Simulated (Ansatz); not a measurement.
# Moving the knobs of a GW run on NaSrCeSbO6 (F-43m)

Aim: change settings of a G0W0 run on NaSrCeSbO6 (F-43m) and see what moves.

Calculated with Ansatz 0.2.0; G0W0 on PBE, plane waves, PAW; PAW set soft_1.

In doubt: one-shot GW on d or f shells is unsure, so the values of those runs are not to be relied on.

### 1. The starting structure

It takes space group F-43m (No. 216, cubic). The conventional cell has a = 8.420 Å, b = 8.420 Å, c = 8.420 Å, α = 90.00°, β = 90.00°, γ = 90.00°. Na has 12 O at 2.98 Å nearest. Nearest to Sr lie 12 O at 2.98 Å. Ce has 6 O at 2.21 Å nearest. Nearest to Sb lie 6 O at 2.00 Å. O has 1 Sb at 2.00 Å and 1 Ce at 2.21 Å and 2 Sr at 2.98 Å and 2 Na at 2.98 Å nearest. Farther neighbours and most contacts between anions are not listed.

The cell and positions are those that the Materials Project relaxed with its own functionals (PBE, PBE+U or r2SCAN), kept fixed. Spin-orbit coupling is left out unless a step names it.

### 2. The base run: 2×2×2 mesh, 380 empty bands, screening to 108 eV, PAW set soft_1 files

Now the one-shot GW correction: screening in the RPA, then the self-energy of the levels asked for. This step takes PAW set soft_1 files.

Input file input.yaml:

```yaml
crystal:
  lattice:
    - [0.0, 4.20998119, 4.20998119]
    - [4.20998119, 0.0, 4.20998119]
    - [4.20998119, 4.20998119, 0.0]
  atoms:
    - { symbol: Na, position: [0.75, 0.75, 0.75] }
    - { symbol: Sr, position: [0.25, 0.25, 0.25] }
    - { symbol: Ce, position: [0.0, 0.0, 0.0] }
    - { symbol: Sb, position: [0.5, 0.5, 0.5] }
    - { symbol: O, position: [0.73748545, 0.26251455, 0.26251455] }
    - { symbol: O, position: [0.26251455, 0.73748545, 0.73748545] }
    - { symbol: O, position: [0.73748545, 0.73748545, 0.26251455] }
    - { symbol: O, position: [0.26251455, 0.26251455, 0.73748545] }
    - { symbol: O, position: [0.26251455, 0.73748545, 0.26251455] }
    - { symbol: O, position: [0.73748545, 0.26251455, 0.73748545] }
kpoints:
  mp_grid: { grid: [2, 2, 2] }
hamiltonian:
  xc: pbe
  pseudopotentials: { kind: paw, azcp: { folder: soft_1 } }
scf:
  occupations: { method: fixed }
gw:
  n_empty_bands: 380
  ecut_chi: 108
  qp_bands: [v3, c3]
  qp_kpoints: band_edges
  screening: { model: contour_deformation }
```

On the command line:

```
$ ansatz run input.yaml --threads 2 --pin off --max-ram 92160MiB --backend cuda --events-out ev --progress --plain --runs-dir out --devices 1 --max-vram 13GiB
```

Numbers of over 12 decimals in the logs are rounded to 6 here.

Output:

```text
GPUs: using 1 of 1 available (devices: 1).
Engine: ansatz 0.2.0, x86_64-unknown-linux-gnu
Pseudopotentials: kind: paw
Pseudopotential: Na, paw, valence charge 9, recommended cutoff 420 eV (normal), soft_1/Na.paw.azcp
Pseudopotential: Sr, paw, valence charge 10, recommended cutoff 420 eV (normal), soft_1/Sr.paw.azcp
Pseudopotential: Ce, paw, valence charge 12, recommended cutoff 420 eV (normal), soft_1/Ce.paw.azcp
Pseudopotential: Sb, paw, valence charge 15, recommended cutoff 420 eV (normal), soft_1/Sb.paw.azcp
Pseudopotential: O, paw, valence charge 6, recommended cutoff 420 eV (normal), soft_1/O.paw.azcp
Functional definition: PBE
  parameter kappa = 0.804
  parameter beta = 0.066725
  exchange = pbe_x(kappa = kappa, mu = beta*pi^2/3)
  correlation = pbe_c(beta = beta)
device memory: the entry about to start is reckoned to put 1.9 GiB on a device that reports 38.4 GiB free (of which the cap on the GPU budget leaves the run 13.0 GiB)
GPU FFT provider: cuFFT
GPU libraries: cuBLAS 13.8.2, cuFFT 12.4.0, cuSOLVER 12.3.4
Crystal: 10 atoms, lattice volume = 149.235 Å³
Basis set: ecut = 420 eV, 2891 PW (Γ)
Bands: 51, of which v1, the nominal top of the filled ones, is band 41 counted from 1 (40 counted from 0)
Symmetry: 24 space group operations
Space group: F-43m (ITA 216), of the structure as read, at distance tolerance 5.3e-5 Å
k-points: 3 of 8
Non-local potential: Na, projectors of the file, l = 0: 3, l = 1: 2, l = 2: 1
Non-local potential: Sr, projectors of the file, l = 0: 3, l = 1: 2, l = 2: 2
Non-local potential: Ce, projectors of the file, l = 0: 3, l = 1: 2, l = 2: 2, l = 3: 3
Non-local potential: Sb, projectors of the file, l = 0: 2, l = 1: 2, l = 2: 2, l = 3: 1
Non-local potential: O, projectors of the file, l = 0: 2, l = 1: 2, l = 2: 1
PAW form: soft (Blöchl's): semilocal exchange-correlation on the pseudo side does not see the compensation charge
PAW one-centre angular grid: Na, 110 points (default); XC on 64 Gauss nodes
PAW one-centre angular grid: Sr, 110 points (default); XC on 64 Gauss nodes
PAW one-centre angular grid: Ce, 590 points (default); XC on 64 Gauss nodes
PAW one-centre angular grid: Sb, 590 points (default); XC on 64 Gauss nodes
PAW one-centre angular grid: O, 110 points (default); XC on 64 Gauss nodes
Initial density: superposition of atomic densities (chi_scale 0.1, normalization cell, long waves kept (reshape's long-wave potential 0.01 eV rms))
Initial wavefunctions: pseudopotential atomic-orbital guess
GPU buffer pool allocated for 64000 grid points (all kernels)
GPU transforms: local potential and band sums: pruned to the plane-wave sphere, on 40×40×40
Functional: x = pbe(κ = 0.804, μ = 0.219515), c = pbe(β = 0.066725)
[...]
E_local      = -6257.344813  (includes V_loc(G=0)·N_el)
  E_nonlocal   = 1317.145143
  E_hartree    = 2271.192425
  E_xc         = -890.281500
  E_vxc        = -1018.343562  (∫ρ·V_xc dr)
  E_paw        = -14082.545885  (= ΣΔE_a)
  E_vpaw       = -847.396556  (= ΣTr[D̂ρ^β])
  E_aug_tail   = 0.004747  (compensation charges beyond the density's cutoff)
  E_ewald      = -5625.690528
  E_smearing   = -0.000000  (= −TS)
  E_closure    = 0.000000  (closes the sum)
  Σ components = -21504.224028   (vs F -21504.224028, Δ=0.00e0)
--- Band table (eV) ---
  k-point 0: bands = [... 37 lower, 6.2915, 7.3918, 7.3918, 7.3918, 9.4391, 9.7488, 9.7488, 9.7488, ... 6 higher]
  k-point 1: bands = [... 37 lower, 6.6640, 6.9215, 6.9676, 6.9676, 9.4528, 9.6424, 9.7040, 9.7040, ... 6 higher]
  k-point 2: bands = [... 37 lower, 6.2140, 6.3279, 6.3279, 7.3621, 9.4568, 9.6825, 9.6825, 9.7502, ... 6 higher]
--- G₀W₀: contour deformation, 6 samples at zero and on the imaginary axis and 1 off it, 8 q-points, 380 empty bands' worth ---
  eigenvalues of the whole cell's RPA ε∞ on this k-mesh (on a slab, of 1 + 4πα/V) = 4.4824, 4.4824, 4.4824; static W/v taken at q = 0 is 0.223093
  bands read: the sum over 421 bands ends inside a degenerate multiplet in 1 slot, whose members it reads at an even weight; the widest, k=2: bands 421 to 422 (counted from 1) at 1/2 each
  gw.qp_kpoints: band_edges: 3 of 3 stored k-points solved, in 1 pass; an edge of the gap read off the rows below is read off those points alone
  `?` marks the rows in doubt; gw_qp.tsv's column doubts and the gw_qp event give each row's grounds
    ik  band        ε_KS         Σx   Σc(E_QP)       V_xc       Z   E_QP_lin       E_QP  E_QP is
     0    39      7.3918   -26.0760     4.9331   -20.6701  0.7173     6.9137     6.9191  root
     0    40      7.3918   -26.0760     4.9331   -20.6701  0.7173     6.9137     6.9191  root
     0    41      7.3918   -26.0760     4.9331   -20.6701  0.7173     6.9137     6.9191  root
     0    42      9.4391   -22.4294   -12.6519   -37.3021  0.5782    12.0033    11.6598  root ?
     0    43      9.7488   -23.6492   -11.8329   -37.6749  0.5790    12.2636    11.9417  root ?
     0    44      9.7488   -23.6492   -11.8329   -37.6749  0.5790    12.2636    11.9417  root ?
     1    39      6.9215   -25.7676     4.7026   -20.6409  0.7060     6.4926     6.4975  root
     1    40      6.9676   -25.7940     4.5130   -20.8368  0.7212     6.5184     6.5233  root
     1    41      6.9676   -25.7940     4.5130   -20.8368  0.7212     6.5184     6.5233  root
     1    42      9.4528   -22.5522   -12.7183   -37.4942  0.5765    12.0225    11.6765  root ?
     1    43      9.6424   -23.9773   -10.6141   -36.8525  0.6084    12.2152    11.9034  root ?
     1    44      9.7040   -23.5873   -11.9331   -37.7323  0.5804    12.2460    11.9159  root ?
     2    39      6.3279   -25.2396     4.4421   -20.3668  0.7107     5.8917     5.8973  root
     2    40      6.3279   -25.2396     4.4421   -20.3668  0.7107     5.8917     5.8973  root
     2    41      7.3621   -25.9879     4.9201   -20.5916  0.7172     6.8804     6.8860  root
     2    42      9.4568   -22.5847   -12.7387   -37.5477  0.5760    12.0280    11.6811  root ?
     2    43      9.6825   -23.5912   -11.8958   -37.7067  0.5822    12.2369    11.9022  root ?
     2    44      9.6825   -23.5912   -11.8958   -37.7067  0.5822    12.2369    11.9022  root ?
[key lines of the parts left out:]
SCF converged after 17 iterations
Free energy (F): -21504.224028 eV
Fermi energy:    7.391821 eV
```

The job ended after 10 s (1 × NVIDIA H100 80GB HBM3 (shared by 6 runs) with 2 threads of AMD EPYC 7R13 (Zen 3), shared host; peak memory 1.2 GiB; 10 s of CPU time).

This step gave:

```yaml
bands_summed: 421
rpa_eps_infinity_on_this_mesh_eigenvalues: 4.482, 4.482, 4.482
plane_waves_in_the_screening_matrix: 339
q_points_in_the_mesh: 8
g0w0_gap_on_the_mesh: 4.741 eV
k_of_the_valence_top: 0, 0, 0
k_of_the_conduction_bottom: 0, 0, 0
starting_gap_on_the_mesh: 2.047 eV
z_at_the_valence_top: 0.7173
z_at_the_conduction_bottom: 0.5782
least_direct_g0w0_gap_on_the_computed_points: 4.741 eV
```

The gap on the mesh goes from 2.05 eV to 4.74 eV, a correction of +2.69 eV. The program marks an edge row as in doubt. Between the two edge states, bare exchange in place of the xc potential would open the gap by 20.28 eV, and correlation takes back 17.59 eV.

### 3. Variant: wavefunction cutoff

input.yaml, as its differences from that of step 2:

```diff
@@ -24,4 +24,4 @@
 gw:
-  n_empty_bands: 380
-  ecut_chi: 108
+  n_empty_bands: 338
+  ecut_chi: 100
   qp_bands: [v3, c3]
@@ -29 +29,3 @@
   screening: { model: contour_deformation }
+basis:
+  ecutwfc: 600
```

Output:

```text
GPUs: using 1 of 1 available (devices: 1).
[...]
GPU FFT provider: cuFFT
GPU libraries: cuBLAS 13.8.2, cuFFT 12.4.0, cuSOLVER 12.3.4
Crystal: 10 atoms, lattice volume = 149.235 Å³
Basis set: ecut = 600 eV, 4957 PW (Γ)
Bands: 51, of which v1, the nominal top of the filled ones, is band 41 counted from 1 (40 counted from 0)
Symmetry: 24 space group operations
[...]
k-points: 3 of 8
[...]
GPU buffer pool allocated for 110592 grid points (all kernels)
[...]
SCF iter   1: F=—  HF=-21510.407317 eV  |F-HF|=—  |Δ(HF+E_count)|=         —  Δρ=2.31e-1  dr2=1.48e2  ethr=3.10e-3  ⟨swp⟩=4.7  Hψ=534  notcnv=0  defer=19
[...]
SCF iter  18: F=-21504.247012 eV  HF=-21504.247012 eV  |F-HF|=9.09e-10  |Δ(HF+E_count)|=   2.43e-8  Δρ=8.67e-7  dr2=1.08e-9  ethr=1.22e-10  ⟨swp⟩=14.0  Hψ=687  notcnv=0
SCF 1 converged in 18 iterations: F = -21504.247012 eV  dr2 = 1.08e-9
[...]
NSCF: frozen V_eff on 3 k-points
[...]
G₀W₀ screening: q 1/3
[... further progress lines ...]
[...]
SCF converged after 18 iterations
Free energy (F): -21504.247012 eV
[...]
Internal energy: -21504.247012 eV  (E = F + TS)
E sigma→0 (E₀):  -21504.247012 eV
Fermi energy:    7.391656 eV
[...]
--- Band table (eV) ---
  k-point 0: bands = [... 37 lower, 6.2910, 7.3917, 7.3917, 7.3917, 9.4390, 9.7487, 9.7487, 9.7487, ... 6 higher]
  k-point 1: bands = [... 37 lower, 6.6637, 6.9211, 6.9677, 6.9677, 9.4527, 9.6423, 9.7039, 9.7039, ... 6 higher]
  k-point 2: bands = [... 37 lower, 6.2140, 6.3278, 6.3278, 7.3622, 9.4566, 9.6824, 9.6824, 9.7501, ... 6 higher]
[...]
0    39      7.3917   -26.0768     4.9677   -20.6715  0.7181     6.9495     6.9541  root
     0    40      7.3917   -26.0768     4.9677   -20.6715  0.7181     6.9495     6.9541  root
     0    41      7.3917   -26.0768     4.9677   -20.6715  0.7181     6.9495     6.9541  root
     0    42      9.4390   -22.4303   -12.6050   -37.3033  0.5794    12.0598    11.7070  root ?
     0    43      9.7487   -23.6499   -11.7817   -37.6762  0.5803    12.3254    11.9933  root ?
     0    44      9.7487   -23.6499   -11.7817   -37.6762  0.5803    12.3254    11.9933  root ?
     1    39      6.9211   -25.7685     4.7354   -20.6425  0.7068     6.5265     6.5307  root
     1    40      6.9677   -25.7953     4.5481   -20.8390  0.7220     6.5555     6.5596  root
     1    41      6.9677   -25.7953     4.5481   -20.8390  0.7220     6.5555     6.5596  root
     1    42      9.4527   -22.5528   -12.6702   -37.4951  0.5778    12.0796    11.7248  root ?
     1    43      9.6423   -23.9780   -10.5631   -36.8536  0.6098    12.2754    11.9549  root ?
     1    44      9.7039   -23.5879   -11.8795   -37.7332  0.5817    12.3072    11.9698  root ?
     2    39      6.3278   -25.2396     4.4762   -20.3666  0.7115     5.9264     5.9310  root
     2    40      6.3278   -25.2396     4.4762   -20.3666  0.7115     5.9264     5.9310  root
     2    41      7.3622   -25.9885     4.9543   -20.5924  0.7180     6.9156     6.9204  root
     2    42      9.4566   -22.5854   -12.6902   -37.5487  0.5773    12.0852    11.7298  root ?
     2    43      9.6824   -23.5918   -11.8396   -37.7076  0.5836    12.2979    11.9586  root ?
     2    44      9.6824   -23.5918   -11.8396   -37.7076  0.5836    12.2979    11.9586  root ?
```

Elapsed: 7.8 s, on 1 × NVIDIA H100 80GB HBM3 (shared by 6 runs) with 2 threads; peak memory 1.4 GiB; 9.7 s of CPU time.

The G0W0 gap on the mesh is 4.753 eV.

Against the base:

```
              setting  base  variant
          empty bands   380      338
screening cutoff (eV)   108      100
         typed cutoff     -      600
```

```
                                    quantity  variant   base
                    starting gap on the mesh    2.047  2.047
                        G0W0 gap on the mesh    4.753  4.741
least direct G0W0 gap on the computed points    4.753  4.741
                        Z at the valence top    0.718  0.717
                  Z at the conduction bottom    0.579  0.578
```

### 4. Variant: coarser q mesh

input.yaml, as its differences from that of step 3:

```diff
@@ -29,3 +29,2 @@
   screening: { model: contour_deformation }
-basis:
-  ecutwfc: 600
+  q_mesh: [1, 1, 1]
```

Output:

```text
GPUs: using 1 of 1 available (devices: 1).
[...]
GPU FFT provider: cuFFT
GPU libraries: cuBLAS 13.8.2, cuFFT 12.4.0, cuSOLVER 12.3.4
Crystal: 10 atoms, lattice volume = 149.235 Å³
Basis set: ecut = 420 eV, 2891 PW (Γ)
Bands: 51, of which v1, the nominal top of the filled ones, is band 41 counted from 1 (40 counted from 0)
Symmetry: 24 space group operations
[...]
k-points: 3 of 8
[...]
GPU buffer pool allocated for 64000 grid points (all kernels)
[...]
SCF iter   1: F=—  HF=-21510.389154 eV  |F-HF|=—  |Δ(HF+E_count)|=         —  Δρ=2.31e-1  dr2=1.48e2  ethr=3.10e-3  ⟨swp⟩=4.7  Hψ=544  notcnv=0  defer=19
[...]
SCF iter  17: F=-21504.224028 eV  HF=-21504.224028 eV  |F-HF|=4.35e-9  |Δ(HF+E_count)|=   2.30e-8  Δρ=2.08e-6  dr2=6.32e-9  ethr=1.22e-10  ⟨swp⟩=14.0  Hψ=759  notcnv=0
SCF 1 converged in 17 iterations: F = -21504.224028 eV  dr2 = 6.32e-9
[...]
G₀W₀ screening: q 1/1
[... further progress lines ...]
[...]
SCF converged after 17 iterations
Free energy (F): -21504.224028 eV
[...]
Internal energy: -21504.224028 eV  (E = F + TS)
E sigma→0 (E₀):  -21504.224028 eV
Fermi energy:    7.391821 eV
[...]
--- Band table (eV) ---
  k-point 0: bands = [... 37 lower, 6.2915, 7.3918, 7.3918, 7.3918, 9.4391, 9.7488, 9.7488, 9.7488, ... 6 higher]
  k-point 1: bands = [... 37 lower, 6.6640, 6.9215, 6.9676, 6.9676, 9.4528, 9.6424, 9.7040, 9.7040, ... 6 higher]
  k-point 2: bands = [... 37 lower, 6.2140, 6.3279, 6.3279, 7.3621, 9.4568, 9.6825, 9.6825, 9.7502, ... 6 higher]
[...]
0    39      7.3918   -27.0339     5.7329   -20.6701  0.7068     6.7494     6.7609  root
     0    40      7.3918   -27.0339     5.7329   -20.6701  0.7068     6.7494     6.7609  root
     0    41      7.3918   -27.0339     5.7329   -20.6701  0.7068     6.7494     6.7609  root
     0    42      9.4391   -22.4224   -12.4033   -37.3021  0.5940    12.2993    11.9155  root ?
     0    43      9.7488   -23.6727   -11.5440   -37.6749  0.5956    12.5680    12.2071  root ?
     0    44      9.7488   -23.6727   -11.5440   -37.6749  0.5956    12.5680    12.2071  root ?
     1    39      6.9215   -26.2506     5.1276   -20.6409  0.7035     6.4328     6.4395  root
     1    40      6.9676   -26.2749     4.9208   -20.8368  0.7168     6.4431     6.4502  root
     1    41      6.9676   -26.2749     4.9208   -20.8368  0.7168     6.4431     6.4502  root
     1    42      9.4528   -22.5835   -12.4384   -37.4942  0.5924    12.3033    11.9250  root ?
     1    43      9.6424   -22.7022   -11.6176   -36.8525  0.6059    12.5423    12.1750  root ?
     1    44      9.7040   -23.3156   -11.9277   -37.7323  0.5938    12.5688    12.1930  root ?
     2    39      6.3279   -25.7417     4.8520   -20.3668  0.7098     5.7968     5.8051  root
     2    40      6.3279   -25.7417     4.8520   -20.3668  0.7098     5.7968     5.8051  root
     2    41      7.3621   -26.5808     5.4610   -20.5916  0.7089     6.8262     6.8340  root
     2    42      9.4568   -22.5132   -12.5293   -37.5477  0.5920    12.3659    11.9621  root ?
     2    43      9.6825   -23.1409   -12.0420   -37.7067  0.5939    12.5929    12.2063  root ?
     2    44      9.6825   -23.1409   -12.0420   -37.7067  0.5939    12.5929    12.2063  root ?
```

Wall time 8.4 s (1 × NVIDIA H100 80GB HBM3 (shared by 6 runs) with 2 threads); peak memory 1.2 GiB.

Against the base:

```
              setting  base    variant
          empty bands   380        338
screening cutoff (eV)   108        100
               q mesh     -  [1, 1, 1]
```

```
                                    quantity  variant   base
                    starting gap on the mesh    2.047  2.047
                        G0W0 gap on the mesh    5.082  4.741
least direct G0W0 gap on the computed points    5.128  4.741
                        Z at the valence top    0.709  0.717
                  Z at the conduction bottom    0.594  0.578
```

### 5. What came out

| Property | Result |
| --- | --- |
| base | 4.74 eV, 10 s |
| wavefunction cutoff | 4.75 eV, 7.8 s |
| coarser q mesh | 5.08 eV, 8.4 s |

In words: Wavefunction cutoff: the gap moves by +0.01 eV (the plane-wave cutoff goes from 420 to 600 eV). The variant differs from the base in empty bands, screening cutoff and typed cutoff together, so the change can't be laid to one of them. Coarser q mesh: the gap moves by +0.34 eV; such settings are too crude to quote. The variant differs from the base in empty bands, screening cutoff and q mesh together, so the change can't be laid to one of them. All runs here use a coarse mesh and modest cutoffs; they test settings and are not final values. The 2×2×2 mesh is coarse for this cell (its supercell is 12 Å along the shortest edge). The RPA ε∞ on it, from the PBE start, is 4.48; such meshes misread the long-range screening, most where the gap is narrow. Empty 4f levels lie among the conduction bands. Their place in the start is unsure; it enters the screening, and the edge itself where they lie low. The runs have no spin polarisation. For a closed low-spin shell that is the natural state; where a d or f shell is open it is a constraint, and the gap is then not the crystal's own. The compound holds f electrons or empty f levels, where one-shot G0W0 is unsure. The many-body steps are scalar-relativistic: spin-orbit coupling is not in them. The program marks a band-edge row as in doubt, so the gap is less sure than its digits.

[Paths, hosts, dates, memory and timing lines, banners, echoed tables and standing remarks are left out of the program output.]

[Logs are printed without paths, hosts, clocks, repeated set-up lines and the standing remarks that a program may print on its own settings, such as how far it seeks lower states.]

[Runs of the session that timed out or met a known fault of the program may be left out.]

[Cells called generated may have been cut or substituted from an entry of the Crystallography Open Database or the Materials Project.]

[Hosts, paths, dates, database ids (printed as entryN), source tags and the programs' standing remarks are cut or masked in the printed files.]
